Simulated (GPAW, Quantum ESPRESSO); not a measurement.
## K K ELNES/XANES of K (Im-3m) from DFT

Do two independent programs agree on the K K edge of K (Im-3m)? The same cell and functional are run with XSpectra and with GPAW.

Main program and level: Quantum ESPRESSO 7.5; core-hole supercells, plane-wave PAW LDA (first program; GPAW 26.7.0 follows as the second).

The database entry behind the starting cell lists a temperature near 5 K, so it need not match the best structure at ambient conditions.

### Step 1. Set-up

Symmetry: Im-3m, No. 229, cubic system. The conventional cell has a = 5.225 Å, b = 5.225 Å, c = 5.225 Å, α = 90.00°, β = 90.00°, γ = 90.00°. Nearest to K lie 8 K at 4.52 Å.

### Step 2. The field without a hole (Quantum ESPRESSO)

The ground state comes first: it tells whether the system has a gap, which decides how the excited electron is treated.

The PAW data sets are made with ld1.x, with reconstruction data.

File scf.in:

```
&control
   calculation='scf', prefix='x', pseudo_dir='../pp', outdir='tmp', tprnfor=.true.
/
&system
   ibrav=0, nat=1, ntyp=1, nbnd=9
   ecutwfc=46, ecutrho=310
   occupations='smearing', smearing='mv', degauss=0.015
/
&electrons
   conv_thr=1.0e-08, electron_maxstep=120
   mixing_beta=0.5
/
ATOMIC_SPECIES
K3 1.0 K.lda-spn-kjpaw.UPF
CELL_PARAMETERS angstrom
  -2.61250000 2.61250000 2.61250000
  2.61250000 -2.61250000 2.61250000
  2.61250000 2.61250000 -2.61250000
ATOMIC_POSITIONS crystal
K3   0.00000000 0.00000000 0.00000000
K_POINTS automatic
7 7 7 0 0 0
```

Started as:

```console
$ OMP_NUM_THREADS=1 mpirun --oversubscribe --bind-to none -np 8 pw.x -nk 8 -in scf.in > scf.out
```

The program printed:

```text
     [... banner and references ...]
using ibrav=0 with symmetry is DISCOURAGED, use correct ibrav instead

     G-vector sticks info
     --------------------

     Using Slab Decomposition

     bravais-lattice index     =            0
     lattice parameter (alat)  =       8.5510  a.u.
     unit-cell volume          =     481.3107 (a.u.)^3
     number of atoms/cell      =            1
     number of atomic types    =            1
     number of electrons       =         9.00
     number of Kohn-Sham states=            9
     kinetic-energy cutoff     =      46.0000  Ry
     charge density cutoff     =     310.0000  Ry
     scf convergence threshold =      1.0E-08
     mixing beta               =       0.5000
     number of iterations used =            8  plain     mixing
     Exchange-correlation= SLA  PZ   NOGX NOGC
                           (   1   1   0   0   0   0   0)

     celldm(1)=   8.550978  celldm(2)=   0.000000  celldm(3)=   0.000000
     celldm(4)=   0.000000  celldm(5)=   0.000000  celldm(6)=   0.000000

     crystal axes: (cart. coord. in units of alat)
               a(1) = (  -0.577350   0.577350   0.577350 )
               a(2) = (   0.577350  -0.577350   0.577350 )
               a(3) = (   0.577350   0.577350  -0.577350 )

     reciprocal axes: (cart. coord. in units 2 pi/alat)
               b(1) = ( -0.000000  0.866025  0.866025 )
               b(2) = (  0.866025 -0.000000  0.866025 )
               b(3) = (  0.866025  0.866025  0.000000 )

     ../pp/K.lda-spn-kjpaw.UPF
     Pseudo is Projector augmented-wave + core cor, Zval =  9.0
     Shape of augmentation charge: PSQ
     Using radial grid of 1165 points,  6 beta functions with:
                l(1) =   0
                l(2) =   0
                l(3) =   1
                l(4) =   1
                l(5) =   2
                l(6) =   2
     Q(r) pseudized with 0 coefficients

     atomic species   valence    mass     pseudopotential
     K3                9.00     1.00000     K ( 1.00)

     48 Sym. Ops., with inversion, found

   Cartesian axes

     site n.     atom                  positions (alat units)
         1        K3     tau(   1) = (   0.0000000   0.0000000   0.0000000  )

     number of k points=    20  Marzari-Vanderbilt smearing, width (Ry)=  0.0150
                       cart. coord. in units 2pi/alat
        k(    1) = (   0.0000000   0.0000000   0.0000000), wk =   0.0058309
        k(    2) = (   0.1237179   0.1237179   0.0000000), wk =   0.0699708
        k(    3) = (   0.2474358   0.2474358   0.0000000), wk =   0.0699708
        k(    4) = (   0.3711537   0.3711537   0.0000000), wk =   0.0699708
        k(    5) = (   0.2474358   0.1237179   0.1237179), wk =   0.1399417
[...]
k(   18) = (  -0.0000000  -0.1237179   0.6185896), wk =   0.1399417
        k(   19) = (  -0.7423075  -0.1237179  -0.1237179), wk =   0.0466472
        k(   20) = (  -0.0000000  -0.0000000   0.7423075), wk =   0.0349854

     Dense  grid:    44115 G-vectors     FFT dimensions: (  48,  48,  48)

     Smooth grid:    20377 G-vectors     FFT dimensions: (  40,  40,  40)

     Initial potential from superposition of free atoms

     starting charge       8.9844, renormalised to       9.0000
     Starting wfcs are    8 randomized atomic wfcs +    1 random wfcs
     Checking if some PAW data can be deallocated...

     per-process dynamical memory:    27.9 Mb

     Self-consistent Calculation

     iteration #  1     ecut=    46.00 Ry     beta= 0.50
     Davidson diagonalization with overlap
     ethr =  1.00E-02,  avg # of iterations =  7.3

     Threshold (ethr) on eigenvalues was too large:
     Diagonalizing with lowered threshold

     Davidson diagonalization with overlap
     ethr =  1.26E-05,  avg # of iterations = 11.3

     total energy              =    -109.87081535 Ry
     estimated scf accuracy    <       0.00111324 Ry

     iteration #  2     ecut=    46.00 Ry     beta= 0.50
     Davidson diagonalization with overlap
     ethr =  1.24E-05,  avg # of iterations =  1.8

     total energy              =    -109.87090667 Ry
     estimated scf accuracy    <       0.00014529 Ry

     iteration #  3     ecut=    46.00 Ry     beta= 0.50
     Davidson diagonalization with overlap
     ethr =  1.61E-06,  avg # of iterations =  3.4

     total energy              =    -109.87091317 Ry
     estimated scf accuracy    <       0.00001614 Ry

     iteration #  4     ecut=    46.00 Ry     beta= 0.50
     Davidson diagonalization with overlap
     ethr =  1.79E-07,  avg # of iterations =  1.2

     total energy              =    -109.87091405 Ry
     estimated scf accuracy    <       0.00000007 Ry

     iteration #  5     ecut=    46.00 Ry     beta= 0.50
     Davidson diagonalization with overlap
     ethr =  8.32E-10,  avg # of iterations =  2.9

     total energy              =    -109.87091410 Ry
     estimated scf accuracy    <       0.00000006 Ry

     iteration #  6     ecut=    46.00 Ry     beta= 0.50
     Davidson diagonalization with overlap
     ethr =  6.41E-10,  avg # of iterations =  2.0

     total energy              =    -109.87091412 Ry
     estimated scf accuracy    <       0.00000001 Ry

     iteration #  7     ecut=    46.00 Ry     beta= 0.50
     Davidson diagonalization with overlap
     ethr =  1.22E-10,  avg # of iterations =  1.6

     End of self-consistent calculation

          k = 0.0000 0.0000 0.0000 (  2491 PWs)   bands (ev):

   -30.1183 -13.7563 -13.7563 -13.7563  -0.4878   5.9084   5.9084   5.9085
     6.8511

          k = 0.1237 0.1237 0.0000 (  2537 PWs)   bands (ev):

   -30.1175 -13.7714 -13.7614 -13.7563  -0.2280   5.5003   5.6297   6.1162
     6.6108

          k = 0.2474 0.2474 0.0000 (  2531 PWs)   bands (ev):

   -30.1153 -13.8048 -13.7726 -13.7563   0.5148   4.3201   5.1544   6.6840
     6.7204

          k = 0.3712 0.3712 0.0000 (  2547 PWs)   bands (ev):

   -30.1136 -13.8312 -13.7816 -13.7563   1.6247   2.9950   4.8566   6.5608
     7.1834

          k = 0.2474 0.1237 0.1237 (  2534 PWs)   bands (ev):

   -30.1159 -13.7943 -13.7673 -13.7599   0.2741   4.8348   5.1088   6.4548
     6.4693

[...]
k = 0.2474 0.2474 0.2474 (  2526 PWs)   bands (ev):

[...]
k = 0.3712 0.3712 0.2474 (  2528 PWs)   bands (ev):

[...]
k =-0.0000-0.0000 0.2474 (  2543 PWs)   bands (ev):

[...]
k = 0.4949 0.3712 0.3712 (  2523 PWs)   bands (ev):

[...]
k =-0.0000-0.1237 0.3712 (  2547 PWs)   bands (ev):

[...]
k =-0.0000-0.2474 0.4949 (  2537 PWs)   bands (ev):

[...]
k = 0.1237-0.1237 0.4949 (  2538 PWs)   bands (ev):

[...]
k =-0.7423-0.2474-0.2474 (  2539 PWs)   bands (ev):

[...]
k =-0.0000-0.0000 0.4949 (  2535 PWs)   bands (ev):

[...]
k =-0.0000-0.1237 0.6186 (  2535 PWs)   bands (ev):

   -30.1111 -13.8187 -13.7999 -13.7916   2.4204   3.4831   4.8840   5.0971
     6.1088

          k =-0.7423-0.1237-0.1237 (  2553 PWs)   bands (ev):

   -30.1105 -13.8141 -13.8141 -13.7942   3.1846   3.1846   4.2207   5.7494
     5.7494

          k =-0.0000-0.0000 0.7423 (  2530 PWs)   bands (ev):

   -30.1098 -13.8126 -13.8101 -13.8101   3.0930   3.4866   5.1961   5.2172
     5.2172

     the Fermi energy is     1.7337 ev

!    total energy              =    -109.87091411 Ry
     total all-electron energy =     -1201.195914 Ry
     estimated scf accuracy    <          5.1E-09 Ry
     smearing contrib. (-TS)   =      -0.00032588 Ry
     internal energy E=F+TS    =    -109.87058823 Ry

     The total energy is F=E-TS. E is the sum of the following terms:
     one-electron contribution =     -35.43781450 Ry
     hartree contribution      =      18.85333903 Ry
     xc contribution           =     -11.01653739 Ry
     ewald contribution        =     -29.85449798 Ry
     one-center paw contrib.   =     -52.41507738 Ry

     convergence has been achieved in   7 iterations

     Forces acting on atoms (cartesian axes, Ry/au):

     atom    1 type  1   force =     0.00000000    0.00000000    0.00000000

     Total force =     0.000000     Total SCF correction =     0.000000

     XML data file, charge density, pseudopotentials, collected wavefunctions

=------------------------------------------------------------------------------=
   JOB DONE.
=------------------------------------------------------------------------------=
```

Wall time 2.2 s (8 MPI ranks of Arm Neoverse V2, shared host); peak memory 0.08 GiB.

Absorbing atoms carry a label of their own (element plus a letter or digit), as the spectrum program needs them as separate species.

The mesh shows no gap, so the system is treated as a metal and the core electron is put at the Fermi level (neutral cell).

### Step 3. Spectrum without a core hole, K atom 1 (Quantum ESPRESSO)

This cheap baseline ignores the attraction of the hole: it shows the absorber's empty states as they are in the ground state.

The absorber has 8 K at 4.52 Å and 6 K at 5.22 Å (cube and octahedron, as in bcc, site symmetry m-3m).

File xspectra.in:

```
&input_xspectra
   calculation='xanes_dipole', edge='K'
   prefix='x', outdir='tmp', xiabs=1, xe0=1.7337
   xonly_plot=.false., x_save_file='xanes.sav'
   xniter=3000, xcheck_conv=20, xerror=0.005
   xcoordcrys=.false., xepsilon(1)=1, xepsilon(2)=0, xepsilon(3)=0
/
&plot
   xnepoint=413, xemin=-10, xemax=45, terminator=.true., cut_occ_states=.true.
   xgamma=0.4
/
&pseudos
   filecore='../K.wfc'
/
&cut_occ
   cut_desmooth=0.1, cut_stepl=0.05, cut_stepu=0.05, cut_ierror=1e-5
/
8 8 8 0 0 0
```

Started as:

```console
$ OMP_NUM_THREADS=1 mpirun --oversubscribe --bind-to none -np 8 xspectra.x -nk 8 -in xspectra.in > xspectra.out
```

The program printed:

```text
     [... banner and references ...]
Reading input_file

     calculation: xanes_dipole

     xepsilon  [cartesian coordinates]:   1.000000   0.000000   0.000000

     xonly_plot: FALSE
        => complete calculation: Lanczos + spectrum plot

     filecore (core-wavefunction file): ../K.wfc

     main plot parameters:
        cut_occ_states: TRUE
        gamma_mode:  constant
        -> using xgamma [eV]:  0.40
        xemin [eV]: -10.00
        xemax [eV]:  45.00
        xnepoint:  413
        xe0 [eV]:   1.733700 (energy zero read in input file)

[...]
Results of STEP 1 successfully written in x_save_file
     x_save_file name:
     ->  xanes.sav
     x_save_file version:  2

     ... End STEP 1 ...

     ... Begin STEP 2 ...

     The spectrum is calculated using the following parameters:
        xe0 [eV]:    1.7337
        the occupied states are elimintate from the spectrum
        xemin [eV]: -10.00
        xemax [eV]:  45.00
        xnepoint:  413
        constant broadening parameter [eV]:    0.400
        Core level energy [eV]:  -3608.
         (from electron binding energy of neutral atoms in X-ray data booklet)

     Cross-section successfully written in xanes.dat

     ... End STEP 2 ...

                                END JOB XSpectra
```

The job ended after 25 s (8 MPI ranks; peak memory 0.08 GiB; 3.3 min of CPU time).

The K K spectrum, K atom 1, no core hole (energy from the energy zero of the input (xe0, at the border of filled and empty states); intensity scaled to a mean of 1 over the first 20 eV; the points at xe0, where the cut of filled states can leave a spike, are interpolated):

```
E (eV)  intensity
  -2.0       0.05
  -1.5       0.06
  -1.0       0.09
  -0.5       0.15
   0.0       0.34
   0.5       0.54
   1.0       0.77
   1.5       0.77
   2.0       0.68
   2.5       0.62
   3.0       0.62
   3.5       0.67
   4.0       0.62
   4.5       0.65
   5.0       0.68
   5.5       0.75
   6.0       0.81
   6.5       1.30
   7.0       1.85
   7.5       2.21
   8.0       1.51
   8.5       1.05
   9.0       0.76
   9.5       0.85
  10.0       0.87
  10.5       0.83
  11.0       0.89
  11.5       1.00
  12.0       1.15
  12.5       1.22
  13.0       1.14
  13.5       1.07
  14.0       1.15
  14.5       0.91
  15.0       0.89
  15.5       0.93
  16.0       0.97
  16.5       0.97
  17.0       1.07
  17.5       1.13
  18.0       1.26
  18.5       1.48
  19.0       1.40
  19.5       1.29
  20.0       1.13
  20.5       1.06
  21.0       0.92
  21.5       0.95
  22.0       0.91
  22.5       1.01
  23.0       0.82
  23.5       0.89
  24.0       1.05
  24.5       1.05
  25.0       0.97
  25.5       1.11
  26.0       1.12
  26.5       1.09
  27.0       1.14
  27.5       1.07
  28.0       0.94
  28.5       0.88
  29.0       0.76
  29.5       0.70
  30.0       0.62
  30.5       0.78
  31.0       1.04
  31.5       1.21
  32.0       1.07
```

Main maxima below 30 eV (height): 1.2 eV (0.79), 7.5 eV (2.22), 12.3 eV (1.26), 13.9 eV (1.17), 18.7 eV (1.48), 25.8 eV (1.18) and 26.8 eV (1.15). A K edge sees empty p states on the absorber.

### Step 4. Another broadening

The final state's lifetime shortens with energy, so measured features broaden above the edge; the saved Lanczos coefficients are redrawn with a width that grows.

File xspectra_plot.in:

```
&input_xspectra
   calculation='xanes_dipole', edge='K'
   prefix='x', outdir='tmp', xiabs=1, xe0=1.7337
   xonly_plot=.true., x_save_file='xanes.sav'
   xniter=3000, xcheck_conv=20, xerror=0.005
   xcoordcrys=.false., xepsilon(1)=1, xepsilon(2)=0, xepsilon(3)=0
/
&plot
   xnepoint=413, xemin=-10, xemax=45, terminator=.true., cut_occ_states=.true.
   gamma_mode='variable', gamma_energy(1)=4, gamma_energy(2)=25, gamma_value(1)=0.37, gamma_value(2)=2.5
/
&pseudos
   filecore='../K.wfc'
/
&cut_occ
   cut_desmooth=0.1, cut_stepl=0.05, cut_stepu=0.05, cut_ierror=1e-5
/
8 8 8 0 0 0
```

Started as:

```console
$ OMP_NUM_THREADS=1 xspectra.x -in xspectra_plot.in > xspectra_plot.out
```

The program printed:

```text
     [... banner and references ...]
Reading input_file
     -------------------------------------------------------------------------

     calculation: xanes_dipole

     xonly_plot: TRUE
        => only the spectrum plot

     main plot parameters:
        cut_occ_states: TRUE
        gamma_mode:  variable
        -> first, constant up to point ( 4.00, 0.37) [eV]
        -> then, linear up to point (25.00, 2.50) [eV]
        -> finally, constant up to xemax
        xemin [eV]: -10.00
        xemax [eV]:  45.00
        xnepoint:  413
[...]
xemin [eV]: -10.00
        xemax [eV]:  45.00
        xnepoint:  413
        energy-dependent broadening parameter:
         -> first, constant up to point ( 4.00, 0.37) [eV]
         -> then, linear up to point (25.00, 2.50) [eV]
         -> finally, constant up to xemax
        Core level energy [eV]:  -3608.
         (from electron binding energy of neutral atoms in X-ray data booklet)

     Cross-section successfully written in xanes.dat

     -------------------------------------------------------------------------
                                END JOB XSpectra
     -------------------------------------------------------------------------
[key lines of the parts left out:]
Fermi level [eV]:   2.0638
```

Run time: 5 s. Hardware: 1 MPI rank; peak memory 0.06 GiB.

With a Lorentzian half width 0.37 eV up to 4 eV, rising linearly to 2.5 eV at 25 eV, the maxima are 1.2 eV (0.83), 3.3 eV (0.71), 7.4 eV (1.81), 12.6 eV (1.10) and 18.6 eV (1.16).

### Step 5. Supercell without a hole, the energy reference (Quantum ESPRESSO)

The photon energy needs a difference of total energies, so the cell and mesh of the coming hole run are first run without a hole.

File scf.in:

```
&control
   calculation='scf', prefix='x', pseudo_dir='../pp', outdir='tmp', tprnfor=.true.
/
&system
   ibrav=0, nat=4, ntyp=1, nbnd=22
   ecutwfc=46, ecutrho=310
   occupations='smearing', smearing='mv', degauss=0.015
/
&electrons
   conv_thr=4.0e-08, electron_maxstep=120
   mixing_beta=0.5
/
ATOMIC_SPECIES
K 1.0 K.lda-spn-kjpaw.UPF
CELL_PARAMETERS angstrom
  5.22500000 -5.22500000 0.00000000
  5.22500000 0.00000000 -5.22500000
  5.22500000 0.00000000 5.22500000
ATOMIC_POSITIONS crystal
K    0.00000000 0.00000000 0.00000000
K    0.00000000 0.50000000 0.50000000
K    0.50000000 0.75000000 0.25000000
K    0.50000000 0.25000000 0.75000000
K_POINTS automatic
5 5 5 0 0 0
```

Started as:

```console
$ OMP_NUM_THREADS=1 mpirun --oversubscribe --bind-to none -np 8 pw.x -nk 8 -in scf.in > scf.out
```

The program printed:

```text
     [... banner and references ...]
[banner, memory and clock lines left out]
Found identity + (  0.0000 -0.5000 -0.5000) symmetry
     This is a supercell, fractional translations are disabled
     using ibrav=0 with symmetry is DISCOURAGED, use correct ibrav instead

     G-vector sticks info

     bravais-lattice index     =            0
     lattice parameter (alat)  =      13.9637  a.u.
     unit-cell volume          =    1925.2427 (a.u.)^3
[...]
convergence has been achieved in   6 iterations

     Forces acting on atoms (cartesian axes, Ry/au):

     atom    1 type  1   force =     0.00000000    0.00000000    0.00000000
     atom    2 type  1   force =    -0.00000000   -0.00000000   -0.00000000
     atom    3 type  1   force =     0.00000000    0.00000000   -0.00000000
     atom    4 type  1   force =    -0.00000000   -0.00000000    0.00000000

     Total force =     0.000000     Total SCF correction =     0.000000

     XML data file, charge density, pseudopotentials, collected wavefunctions
[key lines of the parts left out:]
!    total energy              =    -439.48167158 Ry
the Fermi energy is     1.6951 ev
```

It took 7.6 s on 8 MPI ranks; peak memory 0.22 GiB; 60 s of CPU time.

Reference energy: -65372.385 eV with the cores included.

(Continued in part 2 of 4.)

[Banner, clock and machine lines of the logs are left out without a mark of their own.]

[Logs are printed without paths, hosts, clocks, repeated set-up lines and the standing remarks that a program may print on its own settings, such as how far it seeks lower states.]

[Hosts, paths, dates, database ids (printed as entryN), source tags and the programs' standing remarks are cut or masked in the printed files.]

[Lists of maxima count a maximum above −3 eV only where it reaches 4 % of the highest in the window and stands out from its surroundings by 2 % of it (1.5 % where it reaches 55 %); shoulders and weaker maxima are passed over, and of the rest the first, up to two pre-edge ones and the few strongest are named.]
